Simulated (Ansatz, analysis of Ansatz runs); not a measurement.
# Migration in LiGaBr3 (P2_1/m): V_Br hop (3.6 Å), charge 0

Aim: the barrier of one jump in LiGaBr3 (P2_1/m) at charge 0: V_Br hop (3.6 Å). The model is a cell of 40 host atoms with 1 Br taken out; Br is the atom that moves.

Main program and level: Ansatz 0.2.0; plane-wave PAW DFT, PBEsol; nudged elastic band between two relaxed defect structures.

Most raw output is cut from this account.

**1. The starting structure**

The cell holds 39 atoms: 8 Li, 8 Ga and 23 Br. Its edges and angles: a = 12.987 Å, b = 9.956 Å, c = 12.179 Å, α = 71.0°, β = 49.5°, γ = 62.5°. It derives from LiGaBr3 (space group P2_1/m). Nearest the centre at fractional (0.581, 0.166, 0.418): Br22 at 1.78 Å, Li8 at 2.11 Å, Br39 at 3.39 Å, Li5 at 3.44 Å, Br32 at 3.55 Å, Br34 at 3.63 Å, Br24 at 3.65 Å, Ga12 at 3.91 Å.

The cell's shortest repeat is 10.0 Å.

**2. Relaxation of the start point, charge 0**

The ends come first: from an unrelaxed start the top is counted from too high an energy, and the barrier comes out too low. Small random displacements break the symmetry of the ideal sites, so that the defect can distort if it gains by it. The cell holds an odd number of electrons, so the run is spin-polarised with the moment held at 1 μB.

q0_M1.start/input.yaml

```yaml
crystal:
  lattice:
    - [-0.47907076, 10.28633376, 7.91295972]
    - [6.04077238, 0.0, 7.9142655]
    - [6.51984314, 10.28633376, 0.00130578]
  atoms:
    - { symbol: Li, position: [0.0, 0.5, 0.5] }
    - { symbol: Li, position: [0.5, 0.0, 0.0] }
    - { symbol: Li, position: [0.0, 0.0, 0.5] }
    - { symbol: Li, position: [0.5, 0.5, 0.0] }
    - { symbol: Li, position: [0.25, 0.25, 0.75] }
    - { symbol: Li, position: [0.75, 0.75, 0.25] }
    - { symbol: Li, position: [0.25, 0.75, 0.75] }
    - { symbol: Li, position: [0.75, 0.25, 0.25] }
[... 27 atom lines left out ...]
    - { symbol: Br, position: [0.03929241, 0.42363683, 0.71070759] }
    - { symbol: Br, position: [0.53929241, 0.92363683, 0.21070759] }
    - { symbol: Br, position: [0.16970537, 0.75913361, 0.58029463] }
    - { symbol: Br, position: [0.66970537, 0.25913361, 0.08029463] }
basis:
  ecutwfc: 420
  xc_grid: 2
hamiltonian:
  xc: pbesol
kpoints:
  mp_grid: { grid: [1, 1, 1] }
magnetization:
  spin_polarized: true
  initial_magnetization: 1
  spin_locking: { lock_magnetization: hard }
scf:
  occupations: { method: fixed }
  max_iter: 60
output:
  forces: true
relax:
  f_tol: 0.02
  max_steps: 70
  random_displacement: { amplitude: 0.03, seed: 8733 }
```

On the command line:

```bash
$ ansatz run input.yaml --threads 4 --pin off --max-ram 7536MiB --backend cpu --events-out ev --progress --plain --runs-dir out
```

The job ended after 74 s (4 threads of Arm Neoverse V1, shared host; peak memory 1.5 GiB).

Relaxation path:

| step | energy less that of the first step (eV) | largest force component (eV/Å) |
| --- | --- | --- |
| 1 | 0.0000 | 0.5310 |
| 2 | -0.2695 | 0.2333 |
| 3 | -0.3296 | 0.1373 |
| 4 | -0.3036 | 0.1317 |
| 5 | -0.3554 | 0.0418 |
| 6 | -0.3563 | 0.0323 |
| 7 | -0.3572 | 0.0215 |
| 8 | -0.3576 | 0.0159 |

Relaxation step 4 was tried and not accepted.

The atoms that moved most (Å, from the sites as typed, ahead of the random displacement, the mean shift of all atoms taken out):

| atom | dx | dy | dz | length |
| --- | --- | --- | --- | --- |
| Ga9 | 0.054 | 0.202 | -0.263 | 0.336 |
| Li8 | -0.251 | -0.011 | 0.192 | 0.316 |
| Br21 | -0.237 | -0.117 | 0.090 | 0.279 |
| Li5 | 0.027 | 0.160 | -0.218 | 0.272 |
| Br38 | 0.155 | -0.062 | 0.124 | 0.208 |
| Ga16 | 0.025 | 0.041 | -0.160 | 0.167 |
| Br22 | 0.067 | -0.059 | 0.106 | 0.139 |
| Li7 | -0.040 | -0.123 | 0.027 | 0.132 |

Final coordinates:

```xyz
39
Lattice="-0.4791 10.2863 7.9130 6.0408 0.0000 7.9143 6.5198 10.2863 0.0013" Properties=species:S:1:pos:R:3 pbc="T T T"
Li    6.2545    5.1609    4.0674
Li   -0.2360    5.2133    3.9047
Li    3.2538    5.1541    0.0004
Li    2.8679    5.1214    7.8840
Li    6.3069   10.4466    3.7361
Li    5.8099   10.2130   11.8796
Li    9.2608   10.1640    7.9379
Li    2.5293   10.2760    8.1018
Ga    5.9570    7.9171    7.3305
Ga    5.9022   18.0053    7.6074
Ga    6.9842   12.9055    5.9999
Ga    6.6225   12.8382   13.9052
Ga    6.1479    2.6377    8.1973
Ga    6.1613   12.9135    8.2563
Ga    5.5251    7.6998    1.9517
Ga    5.0721    7.7563    9.6757
Br    1.9109    4.4079    5.3714
Br    7.9774   14.7192   13.3231
Br    4.1855    5.8050    2.5273
Br   10.2119   16.1479   10.3340
Br    8.1734   10.8641    5.5051
Br    7.9985   10.9224   13.4340
Br   10.2924   12.8442    8.4612
Br    3.7729   12.8657    8.4975
Br   11.0722   19.9020   14.3172
Br    7.0752    4.4613    9.4448
Br    7.0915   14.7407    9.4863
Br    0.9593    0.7058    1.5195
Br    6.9994   10.9113    9.3307
Br    5.0726    5.7480    6.4122
Br    5.0840   16.0940    6.3987
Br    4.1502    9.5793    2.5651
Br    3.6541    9.6009   10.3959
Br    5.3465   12.8940    4.2464
Br    4.9993   12.7817   12.1470
Br    7.1484    7.7489    3.7193
Br    6.7038    7.7367   11.5005
Br    8.4426    7.6534    7.4713
Br    1.7808    7.7211    7.3526
```

Neighbours of Br22 at the end:

| atom | distance (Å) |
| --- | --- |
| Ga12 | 2.405 |
| Li8 | 2.722 |
| Li6 | 2.777 |
| Br39 | 3.693 |
| Br35 | 3.756 |
| Br25 | 3.790 |
| Br18 | 3.798 |
| Br32 | 3.917 |
| Br37 | 3.945 |

Read from the output:

* free energy: -94549.2756 eV
* total moment: 1 μB
* integral of the absolute spin density: 1.071 μB
* spin contamination: 0.002470
* largest move from the ideal geometry of this structure, a common shift of the far atoms taken out: 0.3315 Å

The relaxation gained 0.358 eV and ended with a largest force component of 0.016 eV/Å.

**3. Relaxation of the end point, charge 0**

The end point is relaxed in the same cell and settings, so that the two energies compare.

q0_M1.end/input.yaml

```yaml
crystal:
  lattice:
    - [-0.47907076, 10.28633376, 7.91295972]
    - [6.04077238, 0.0, 7.9142655]
    - [6.51984314, 10.28633376, 0.00130578]
  atoms:
    - { symbol: Li, position: [0.0, 0.5, 0.5] }
    - { symbol: Li, position: [0.5, 0.0, 0.0] }
[... 2 atom lines left out ...]
    - { symbol: Li, position: [0.25, 0.25, 0.75] }
    - { symbol: Li, position: [0.75, 0.75, 0.25] }
[... 1 atom line left out ...]
    - { symbol: Li, position: [0.75, 0.25, 0.25] }
    - { symbol: Ga, position: [0.36698232, 0.5929459, 0.38301768] }
[... 2 atom lines left out ...]
    - { symbol: Ga, position: [0.93607733, 0.82063801, 0.31392267] }
[... 1 atom line left out ...]
    - { symbol: Ga, position: [0.63301768, 0.4070541, 0.61698232] }
[... 7 atom lines left out ...]
    - { symbol: Br, position: [0.456854, 1.352728, 0.474539] }
[... 1 atom line left out ...]
    - { symbol: Br, position: [0.83029463, 0.24086639, 0.41970537] }
[... 7 atom lines left out ...]
    - { symbol: Br, position: [0.29410768, 0.02133366, 0.63837693] }
[... 1 atom line left out ...]
    - { symbol: Br, position: [0.46070759, 0.07636317, 0.78929241] }
[... 2 atom lines left out ...]
    - { symbol: Br, position: [0.53929241, 0.92363683, 0.21070759] }
[... 1 atom line left out ...]
    - { symbol: Br, position: [0.66970537, 0.25913361, 0.08029463] }
basis:
  ecutwfc: 420
  xc_grid: 2
hamiltonian:
  xc: pbesol
kpoints:
  mp_grid: { grid: [1, 1, 1] }
magnetization:
  spin_polarized: true
  initial_magnetization: 1
  spin_locking: { lock_magnetization: hard }
scf:
  occupations: { method: fixed }
  max_iter: 60
output:
  forces: true
relax:
  f_tol: 0.02
  max_steps: 70
  random_displacement: { amplitude: 0.03, seed: 8733 }
```

It took 68 s on 4 threads; peak memory 1.5 GiB; 4.4 min of CPU time.

Relaxation path:

| step | energy less that of the first step (eV) | largest force component (eV/Å) |
| --- | --- | --- |
| 1 | 0.0000 | 0.6092 |
| 2 | -0.2556 | 0.2493 |
| 3 | -0.2999 | 0.0708 |
| 4 | -0.2479 | 0.1668 |
| 5 | -0.3133 | 0.0226 |
| 6 | -0.3147 | 0.0231 |
| 7 | -0.3150 | 0.0130 |

Relaxation step 4 was tried and not accepted.

The atoms that moved most (Å, from the sites as typed, ahead of the random displacement, the mean shift of all atoms taken out):

| atom | dx | dy | dz | length |
| --- | --- | --- | --- | --- |
| Ga12 | 0.270 | -0.259 | -0.029 | 0.375 |
| Li8 | 0.030 | 0.004 | 0.258 | 0.260 |
| Li6 | -0.191 | 0.012 | -0.105 | 0.218 |
| Br25 | 0.127 | 0.105 | -0.003 | 0.165 |
| Br33 | -0.101 | -0.095 | 0.082 | 0.161 |
| Br35 | 0.122 | -0.066 | -0.001 | 0.139 |
| Br22 | -0.077 | 0.104 | 0.010 | 0.130 |
| Br39 | 0.038 | 0.098 | -0.072 | 0.127 |

Neighbours of Br22 at the end:

| atom | distance (Å) |
| --- | --- |
| Ga9 | 2.419 |
| Li8 | 2.816 |
| Li5 | 2.888 |
| Br39 | 3.742 |
| Ga11 | 3.813 |
| Br21 | 3.814 |
| Br30 | 3.819 |
| Br34 | 3.854 |
| Ga14 | 3.862 |
| Br29 | 3.911 |

Read from the output:

| Property | Result |
| --- | --- |
| free energy | -94549.2636 eV |
| total moment | 1 μB |
| integral of the absolute spin density | 1.072 μB |
| spin contamination | 0.002504 |
| largest move from the ideal geometry of this structure, a common shift of the far atoms taken out | 0.3543 Å |

The relaxation gained 0.315 eV and ended with a largest force component of 0.013 eV/Å. The end lies 0.012 eV above the start.

**4. Nudged elastic band, charge 0**

7 movable images are laid between the ends on a pair-potential path, which keeps atoms from colliding in the first guess. Each image feels the true force across the path and a spring force along it. The highest image is set to climb to the top of the path.

This step: plane-wave PAW DFT, PBEsol; nudged elastic band between two relaxed defect structures.

q0_M1.neb/input.yaml

```yaml
crystal:
  lattice:
    - [-0.47907076, 10.28633376, 7.91295972]
    - [6.04077238, 0.0, 7.9142655]
    - [6.51984314, 10.28633376, 0.00130578]
  atoms:
    - { symbol: Li, position: [0.00925914, 0.50459758, 0.49246651] }
    - { symbol: Li, position: [0.5001044, -0.00665311, 0.00671667] }
    - { symbol: Li, position: [0.00098748, -0.00101777, 0.50007271] }
    - { symbol: Li, position: [0.49052682, 0.50572644, 0.007354] }
    - { symbol: Li, position: [0.24276934, 0.22920917, 0.77281282] }
    - { symbol: Li, position: [0.74628364, 0.75482911, 0.24658423] }
    - { symbol: Li, position: [0.24846029, 0.7544428, 0.73964406] }
    - { symbol: Li, position: [0.77980997, 0.24398078, 0.21918271] }
    - { symbol: Ga, position: [0.35708276, 0.56914071, 0.41259116] }
    - { symbol: Ga, position: [0.86787148, 0.09334966, 0.88254279] }
    - { symbol: Ga, position: [0.44287811, 0.31517473, 0.81174793] }
    - { symbol: Ga, position: [0.93015709, 0.82692038, 0.31792731] }
    - { symbol: Ga, position: [0.13656758, 0.89920159, 0.11985694] }
    - { symbol: Ga, position: [0.63848136, 0.40474141, 0.61692226] }
    - { symbol: Ga, position: [0.06475389, 0.1817485, 0.68379666] }
    - { symbol: Ga, position: [0.55443938, 0.66818426, 0.19959885] }
    - { symbol: Br, position: [0.3821518, 0.29659923, 0.04636822] }
    - { symbol: Br, position: [0.88358721, 0.79990091, 0.5473551] }
    - { symbol: Br, position: [0.10909525, 0.21018089, 0.45524613] }
    - { symbol: Br, position: [0.60665246, 0.69902858, 0.96318521] }
    - { symbol: Br, position: [0.22346574, 0.47202116, 0.83270391] }
    - { symbol: Br, position: [0.70390472, 0.99359359, 0.3579286] }
    - { symbol: Br, position: [0.3302472, 0.73876548, 0.91841616] }
    - { symbol: Br, position: [0.83347238, 0.24029333, 0.41728112] }
    - { symbol: Br, position: [0.95633962, 0.85269837, 0.97846381] }
    - { symbol: Br, position: [0.22711146, 0.96627732, 0.20659515] }
    - { symbol: Br, position: [0.72796002, 0.47067071, 0.70507626] }
    - { symbol: Br, position: [0.0496844, 0.14231845, 0.01892636] }
    - { symbol: Br, position: [0.53978096, 0.63919991, 0.52097965] }
    - { symbol: Br, position: [0.26572211, 0.54448691, 0.29307447] }
    - { symbol: Br, position: [0.76696121, 0.04154009, 0.79763822] }
    - { symbol: Br, position: [0.29747714, 0.02657485, 0.63379109] }
    - { symbol: Br, position: [0.79502634, 0.51864189, 0.13833707] }
    - { symbol: Br, position: [0.46526982, 0.07122712, 0.78823394] }
    - { symbol: Br, position: [0.94897792, 0.58595817, 0.2936096] }
    - { symbol: Br, position: [0.04611521, 0.42371937, 0.70720472] }
    - { symbol: Br, position: [0.53516656, 0.91802349, 0.21697009] }
    - { symbol: Br, position: [0.16186035, 0.78210281, 0.58217109] }
    - { symbol: Br, position: [0.66916795, 0.25996218, 0.08144576] }
basis:
  ecutwfc: 420
  xc_grid: 2
hamiltonian:
  xc: pbesol
kpoints:
  mp_grid: { grid: [1, 1, 1] }
magnetization:
  spin_polarized: true
  initial_magnetization: 1
  spin_locking: { lock_magnetization: hard }
scf:
  occupations: { method: fixed }
  max_iter: 60
output:
  forces: true
neb:
  images: 7
  f_tol: 0.05
  climbing: true
  initial_path: idpp
  max_iterations: 45
  order_check: false
  final_atoms:
    - { symbol: Li, position: [-0.00354736, 0.51141955, 0.49559225] }
    - { symbol: Li, position: [0.49759315, 0.00311179, 7.08e-05] }
[... 2 atom lines left out ...]
    - { symbol: Li, position: [0.25043346, 0.24993503, 0.74952652] }
    - { symbol: Li, position: [0.75949449, 0.73031238, 0.24028691] }
[... 1 atom line left out ...]
    - { symbol: Li, position: [0.76339188, 0.27228845, 0.23557804] }
    - { symbol: Ga, position: [0.37187713, 0.58708666, 0.38172108] }
[... 1 atom line left out ...]
    - { symbol: Ga, position: [0.43885713, 0.32381816, 0.80894466] }
    - { symbol: Ga, position: [0.90147928, 0.85455432, 0.3219415] }
[... 9 atom lines left out ...]
    - { symbol: Br, position: [0.46878382, 1.34513089, 0.47133728] }
[... 1 atom line left out ...]
    - { symbol: Br, position: [0.83336201, 0.24503024, 0.41202048] }
[... 7 atom lines left out ...]
    - { symbol: Br, position: [0.29387814, 0.02307737, 0.63675698] }
[... 1 atom line left out ...]
    - { symbol: Br, position: [0.46369261, 0.07881664, 0.7846309] }
[... 2 atom lines left out ...]
    - { symbol: Br, position: [0.54369598, 0.92144788, 0.210495] }
[... 1 atom line left out ...]
    - { symbol: Br, position: [0.6677199, 0.25503564, 0.09038996] }
```

It took 24 min on 4 threads; peak memory 4.5 GiB.

Images along the path:

| image | path (Å) | energy (eV) | Br22: x, y, z (Å) |
| --- | --- | --- | --- |
| 0 | 0.000 | 0.0000 | 7.998, 10.922, 13.434 |
| 1 | 0.860 | 0.0886 | 8.296, 10.863, 13.626 |
| 2 | 1.720 | 0.2885 | 8.691, 10.849, 13.832 |
| 3 | 2.579 | 0.5791 | 9.147, 10.786, 14.010 |
| 4 | 3.446 | 1.0728 | 9.813, 10.410, 14.178 |
| 5 | 4.193 | 0.5697 | 10.324, 10.012, 14.277 |
| 6 | 4.935 | 0.2361 | 10.653, 9.831, 14.303 |
| 7 | 5.677 | 0.0696 | 10.844, 9.737, 14.326 |
| 8 | 6.419 | 0.0120 | 10.974, 9.670, 14.356 |

This step gave:

```
free energy                           : -94548.2029 eV
total moment                          : 1 μB
integral of the absolute spin density : 1.111 μB
spin contamination                    : 0.003076
barrier forward                       : 1.073 eV
barrier backward                      : 1.061 eV
end less start                        : 0.01200 eV
hop length                            : 3.357 Å
```

Track of the atom that was set to move:

| image | x (Å) | y (Å) | z (Å) | nearest neighbour | distance (Å) |
| --- | --- | --- | --- | --- | --- |
| 0 | 7.998 | 10.92 | 13.43 | Ga | 2.405 |
| 1 | 8.296 | 10.86 | 13.63 | Ga | 2.395 |
| 2 | 8.691 | 10.85 | 13.83 | Ga | 2.395 |
| 3 | 9.147 | 10.79 | 14.01 | Ga | 2.471 |
| 4 | 9.813 | 10.41 | 14.18 | Li | 2.517 |
| 5 | 10.32 | 10.01 | 14.28 | Ga | 2.525 |
| 6 | 10.65 | 9.831 | 14.3 | Ga | 2.428 |
| 7 | 10.84 | 9.737 | 14.33 | Ga | 2.419 |
| 8 | 10.97 | 9.67 | 14.36 | Ga | 2.419 |

The band met its tolerance of 0.05 eV/Å after 23 iterations, with image 4 on top (the start counts as 0). Br22, which moves farthest between the ends, has 1 Ga at 2.41 Å and 1 Li at 2.72 Å nearest at the start and 2 Li at 2.52 to 2.86 Å at the top.

**5. Single point at the start point, PBEsol, denser k-mesh**

Three single points on a mesh of more k-points (start, top, end) test the sampling. The start is shown; top and end are run alike.

This step: plane-wave PAW DFT, PBEsol; single point of a defect supercell on a structure of the PBEsol path.

q0_M1.start.mesh/input.yaml

```yaml
crystal:
  lattice:
    - [-0.47907076, 10.28633376, 7.91295972]
    - [6.04077238, 0.0, 7.9142655]
    - [6.51984314, 10.28633376, 0.00130578]
  atoms:
    - { symbol: Li, position: [0.00925914, 0.50459758, 0.49246651] }
    - { symbol: Li, position: [0.5001044, -0.00665311, 0.00671667] }
[... 2 atom lines left out ...]
    - { symbol: Li, position: [0.24276934, 0.22920917, 0.77281282] }
    - { symbol: Li, position: [0.74628364, 0.75482911, 0.24658423] }
[... 1 atom line left out ...]
    - { symbol: Li, position: [0.77980997, 0.24398078, 0.21918271] }
    - { symbol: Ga, position: [0.35708276, 0.56914071, 0.41259116] }
[... 1 atom line left out ...]
    - { symbol: Ga, position: [0.44287811, 0.31517473, 0.81174793] }
    - { symbol: Ga, position: [0.93015709, 0.82692038, 0.31792731] }
[... 9 atom lines left out ...]
    - { symbol: Br, position: [0.70390472, 0.99359359, 0.3579286] }
[... 1 atom line left out ...]
    - { symbol: Br, position: [0.83347238, 0.24029333, 0.41728112] }
[... 7 atom lines left out ...]
    - { symbol: Br, position: [0.29747714, 0.02657485, 0.63379109] }
[... 1 atom line left out ...]
    - { symbol: Br, position: [0.46526982, 0.07122712, 0.78823394] }
[... 2 atom lines left out ...]
    - { symbol: Br, position: [0.53516656, 0.91802349, 0.21697009] }
[... 1 atom line left out ...]
    - { symbol: Br, position: [0.66916795, 0.25996218, 0.08144576] }
basis:
  ecutwfc: 420
  xc_grid: 2
hamiltonian:
  xc: pbesol
kpoints:
  mp_grid: { grid: [2, 2, 2], shift: [0.5, 0.5, 0.5] }
magnetization:
  spin_polarized: true
  initial_magnetization: 1
  spin_locking: { lock_magnetization: hard }
scf:
  occupations: { method: fixed }
  max_iter: 60
output:
  forces: true
  eigenvalues: true
checkpoint:
  write: "../q0_M1.start.mesh.run"
  compress: false
  write_wavefunctions: false
  write_every: 100000
```

Wall time 99 s (4 threads); peak memory 4 GiB.

This step gave:

- free energy: -94549.1999 eV
- total moment: 1 μB
- integral of the absolute spin density: 1.064 μB
- spin contamination: 0.002446

**6. Single point at the end point, PBEsol, denser k-mesh**

The same for the end of the band.

This step: plane-wave PAW DFT, PBEsol; single point of a defect supercell on a structure of the PBEsol path.

q0_M1.end.mesh/input.yaml

```yaml
crystal:
  lattice:
    - [-0.47907076, 10.28633376, 7.91295972]
    - [6.04077238, 0.0, 7.9142655]
    - [6.51984314, 10.28633376, 0.00130578]
  atoms:
    - { symbol: Li, position: [-0.00354736, 0.51141955, 0.49559225] }
    - { symbol: Li, position: [0.49759315, 0.00311179, 7.08e-05] }
[... 2 atom lines left out ...]
    - { symbol: Li, position: [0.25043346, 0.24993503, 0.74952652] }
    - { symbol: Li, position: [0.75949449, 0.73031238, 0.24028691] }
[... 1 atom line left out ...]
    - { symbol: Li, position: [0.76339188, 0.27228845, 0.23557804] }
    - { symbol: Ga, position: [0.37187713, 0.58708666, 0.38172108] }
[... 1 atom line left out ...]
    - { symbol: Ga, position: [0.43885713, 0.32381816, 0.80894466] }
    - { symbol: Ga, position: [0.90147928, 0.85455432, 0.3219415] }
[... 9 atom lines left out ...]
    - { symbol: Br, position: [0.46878382, 1.34513089, 0.47133728] }
[... 1 atom line left out ...]
    - { symbol: Br, position: [0.83336201, 0.24503024, 0.41202048] }
[... 7 atom lines left out ...]
    - { symbol: Br, position: [0.29387814, 0.02307737, 0.63675698] }
[... 1 atom line left out ...]
    - { symbol: Br, position: [0.46369261, 0.07881664, 0.7846309] }
[... 2 atom lines left out ...]
    - { symbol: Br, position: [0.54369598, 0.92144788, 0.210495] }
[... 1 atom line left out ...]
    - { symbol: Br, position: [0.6677199, 0.25503564, 0.09038996] }
basis:
  ecutwfc: 420
  xc_grid: 2
hamiltonian:
  xc: pbesol
kpoints:
  mp_grid: { grid: [2, 2, 2], shift: [0.5, 0.5, 0.5] }
magnetization:
  spin_polarized: true
  initial_magnetization: 1
  spin_locking: { lock_magnetization: hard }
scf:
  occupations: { method: fixed }
  max_iter: 60
output:
  forces: true
  eigenvalues: true
checkpoint:
  write: "../q0_M1.end.mesh.run"
  compress: false
  write_wavefunctions: false
  write_every: 100000
```

Run time: 1.8 min. Hardware: 4 threads; peak memory 4 GiB.

The run was cut off at the time limit after its SCF loop had closed; no result of it is taken.

**7. What came out**

```
barrier forward                         : 1.07 eV
barrier backward                        : 1.06 eV
end less start                          : 0.01 eV
hop length                              : 3.36 Å
band iterations, as the log counts them : 23
```

**Reading.** The top of the band lies 1.07 eV above the start and 1.06 eV above the end. With an assumed prefactor of 1e13 per second it gives one hop a second along this one path at about 420 K; whether such hops link up through the crystal wasn't checked. The order of the top as a saddle was not checked for all atoms, so a bent path could be lower. Limits: sampling at the zone centre alone can move energies of charged and open-shell states by tenths of an eV or more in cells of this size; PBEsol makes the gap too small and tends to spread out bound carriers.

[Logs are printed without paths, hosts, clocks, repeated set-up lines and the standing remarks that a program may print on its own settings, such as how far it seeks lower states.]

[Hosts, paths, dates, database ids (printed as entryN), source tags and the programs' standing remarks are cut or masked in the printed files.]
